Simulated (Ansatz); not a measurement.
# F on Mo(100): change of the work function, part 2 of 2

How does F on the hollow site change the work function of Mo(100) as the layer fills?

Ansatz 0.2.0; plane-wave DFT, PBE, Ansatz PAW.

So far, work function, upper face (eV): step 2 (the clean slab) 3.83; step 3 (37 atoms, coverage 0.111 ML, cell 3x3) 3.92; step 4 (17 atoms, coverage 0.25 ML, cell 2x2) 4.28.

### Step 5. Adsorbate added, k-mesh 6×6×1, coverage 0.5 ML (continued)

Relaxation path:

| step | energy less that of the first step (eV) | largest force component (eV/Å) |
| --- | --- | --- |
| 1 | 0.0000 | 4.6091 |
| 2 | -1.3900 | 2.4355 |
| 3 | -2.1830 | 1.3574 |
| 4 | -2.6451 | 0.9262 |
| 5 | -2.9284 | 0.2147 |
| 6 | -2.9318 | 0.1686 |
| 7 | -2.9419 | 0.0094 |

The run keeps the 16 symmetry operations that the program found, so distortions that break them were not tested.

The atoms that moved most (Å):

| atom | dx | dy | dz | length |
| --- | --- | --- | --- | --- |
| F18 | 0.000 | 0.000 | 0.825 | 0.825 |
| F17 | 0.000 | 0.000 | 0.825 | 0.825 |
| Mo3 | 0.000 | 0.000 | -0.047 | 0.047 |
| Mo15 | 0.000 | 0.000 | -0.047 | 0.047 |
| Mo12 | 0.000 | 0.000 | 0.016 | 0.016 |
| Mo16 | 0.000 | 0.000 | 0.016 | 0.016 |
| Mo8 | 0.000 | 0.000 | 0.016 | 0.016 |
| Mo4 | 0.000 | 0.000 | 0.016 | 0.016 |

The relaxed structure:

```xyz
18
Lattice="6.3000 0.0000 0.0000 0.0000 6.3000 0.0000 0.0000 0.0000 23.1988" Properties=species:S:1:pos:R:3
Mo    1.5750    1.5750    9.0000
Mo    0.0000    0.0000   10.5750
Mo    1.5750    1.5750   12.1696
Mo    0.0000    0.0000   13.6149
Mo    1.5750    4.7250    9.0000
Mo    0.0000    3.1500   10.5750
Mo    1.5750    4.7250   12.2079
Mo    0.0000    3.1500   13.6149
Mo    4.7250    1.5750    9.0000
Mo    3.1500    0.0000   10.5750
Mo    4.7250    1.5750   12.2079
Mo    3.1500    0.0000   13.6149
Mo    4.7250    4.7250    9.0000
Mo    3.1500    3.1500   10.5750
Mo    4.7250    4.7250   12.1696
Mo    3.1500    3.1500   13.6149
F     1.5750    1.5750   15.0241
F     4.7250    4.7250   15.0241
```

The relaxation took 7 steps and lowered the energy by 2.9 eV; the largest force on the free atoms ends at 0.0094 eV/Å.

The covered face has 4.87 eV, +1.04 eV against the clean one; the bare back face has moved by -0.00 eV, a measure of how thin the slab is.

### Step 6. Adsorbate added, k-mesh 12×12×1, coverage 1 ML

System of this step: Mo4F (F/Mo(100)). The cell holds 5 atoms: 4 Mo and 1 F. Its edges and angles: a = 3.150 Å, b = 3.150 Å, c = 23.199 Å, α = 90.0°, β = 90.0°, γ = 90.0°. Vacuum lies along c.

input.yaml reads:

```yaml
crystal:
  lattice:
    - [3.15, 0.0, 0.0]
    - [0.0, 3.15, 0.0]
    - [0.0, 0.0, 23.1988362761]
  atoms:
    - { symbol: Mo, position: [0.5, 0.5, 0.3879504943] }
    - { symbol: Mo, position: [0.0, 0.0, 0.4558418308] }
    - { symbol: Mo, position: [0.5, 0.5, 0.5266200292] }
    - { symbol: Mo, position: [0.0, 0.0, 0.5861861394] }
    - { symbol: F, position: [0.5, 0.5, 0.6120495057] }
kpoints:
  mp_grid: { grid: [12, 12, 1] }
hamiltonian:
  xc: pbe
scf:
  occupations: { method: fermi_dirac, width: 0.1 }
  convergence: { dr2_threshold: 1.0e-08 }
efield:
  axis: 3
  dipole_correction: true
  ramp_position: 0.97
  ramp_width: 0.06
relax:
  f_tol: 0.02
  max_steps: 60
  constraints: [{ sites: [0, 1] }]
output:
  write_potential: true
  write_density: true
  volumetric_format: npy
```

The run is started by

```
ansatz run input.yaml --threads 4 --pin off --max-ram 16384MiB --backend cpu --events-out ev --progress --plain --runs-dir out
```

It took 44 s on 4 threads of Arm Neoverse V1, shared host; peak memory 0.6 GiB; 2.8 min of CPU time.

Relaxation path:

| step | energy less that of the first step (eV) | largest force component (eV/Å) |
| --- | --- | --- |
| 1 | 0.0000 | 4.9607 |
| 2 | -0.8239 | 2.6583 |
| 3 | -1.2230 | 1.1454 |
| 4 | -1.4403 | 0.5823 |
| 5 | -1.4962 | 0.7140 |
| 6 | -1.5103 | 0.2598 |
| 7 | -1.5137 | 0.0270 |
| 8 | -1.5138 | 0.0032 |

Forces are held to the 8 operations that the program found; a distortion that breaks them can't arise in this run.

The atoms that moved most (Å):

| atom | dx | dy | dz | length |
| --- | --- | --- | --- | --- |
| F5 | 0.000 | 0.000 | 0.748 | 0.748 |
| Mo3 | 0.000 | 0.000 | -0.048 | 0.048 |
| Mo4 | 0.000 | 0.000 | 0.024 | 0.024 |

Final coordinates:

```
Mo F
1.0
     3.15000    0.00000    0.00000
     0.00000    3.15000    0.00000
     0.00000    0.00000   23.19884
Mo F
4 1
Direct
  0.50000 0.50000 0.38795
  0.00000 0.00000 0.45584
  0.50000 0.50000 0.52457
  0.00000 0.00000 0.58722
  0.50000 0.50000 0.64430
```

Running mean over 1.575 Å of the planar mean; the ramp of the sawtooth is left out. The electron's electrostatic potential energy less the Fermi level by z:

z (Å), electron's electrostatic potential energy less the Fermi level (eV) and a bar from the least value:
```
        3        3.8 ###########################
        4        3.8 ###########################
        5        3.8 ###########################
        6        3.8 ##########################
        7        3.1 #########################
        8       -2.6 #################
        9      -11.4 ####
       10      -12.3 ##
       11      -12.5 ##
       12      -12.8 ##
       13      -13.9 
       14      -10.8 #####
       15       -1.6 ##################
       16        4.8 ############################
       17        6.1 ##############################
       18        6.1 ##############################
       19        6.1 ##############################
       20        6.1 ##############################
```

The relaxation took 8 steps and lowered the energy by 1.5 eV; the largest force on the free atoms ends at 0.0032 eV/Å.

The covered face has 6.14 eV, +2.31 eV against the clean one; the bare back face has moved by -0.02 eV, a measure of how thin the slab is.

### Step 7. Work function against coverage

This step: plane-wave DFT, PBE, Ansatz PAW; work function against coverage (Ansatz 0.2.0).

The runs are now put side by side.

This step gave:

```yaml
work_function_of_the_clean_face: 3.830 eV
largest_change_of_the_work_function: 2.309 eV
```

The work function of the covered face by coverage:

| coverage (adsorbates/nm²) | work function of the covered face (eV) |
| --- | --- |
| 0.00 | 3.83 |
| 1.12 | 3.92 |
| 2.52 | 4.28 |
| 5.04 | 4.87 |
| 10.08 | 6.14 |

The dipole per adsorbate comes from the change of the cell's dipole. Coverage, by row:

| coverage (1/nm²) | coverage (ML) | work function (eV) | change (eV) | dipole per adsorbate, positive end outwards (debye) | mean height of the added atoms over the highest substrate atom (Å) |
| --- | --- | --- | --- | --- | --- |
| 1.12 | 0.1111 | 3.925 | 0.09449 | -0.207 | 1.438 |
| 2.52 | 0.25 | 4.281 | 0.4507 | -0.459 | 1.478 |
| 5.039 | 0.5 | 4.869 | 1.038 | -0.547 | 1.409 |
| 10.08 | 1 | 6.139 | 2.309 | -0.612 | 1.324 |

### Step 8. What came out

```yaml
work_function_of_the_clean_face: 3.83 eV
work_function_at_0p11_ml: 3.92 eV
work_function_at_0p25_ml: 4.28 eV
work_function_at_0p5_ml: 4.87 eV
work_function_at_1_ml: 6.14 eV
dipole_per_adsorbate_at_0p11_ml_positive_end_outwards: -0.21 D
```

What this shows: At the lowest coverage F changes the work function of Mo(100) by under 0.15 eV, within the error of so thin a slab; the largest change, +2.31 eV, comes at higher coverage. The slab has 4 layers, at the tabulated experimental lattice constant, one starting site was run, and quantum-size effects of a slab this thin can reach one or two tenths of an eV.

[Long decimals in the printed logs are rounded to 6 places.]

[Logs are printed without paths, hosts, clocks, repeated set-up lines and the standing remarks that a program may print on its own settings, such as how far it seeks lower states.]

[Hosts, paths, dates, database ids (printed as entryN), source tags and the programs' standing remarks are cut or masked in the printed files.]

[Maps of the electrostatic potential energy from Ansatz leave out the sawtooth potential of an applied field or a dipole correction, so their vacuum need not be flat; planar profiles and work functions include it.]
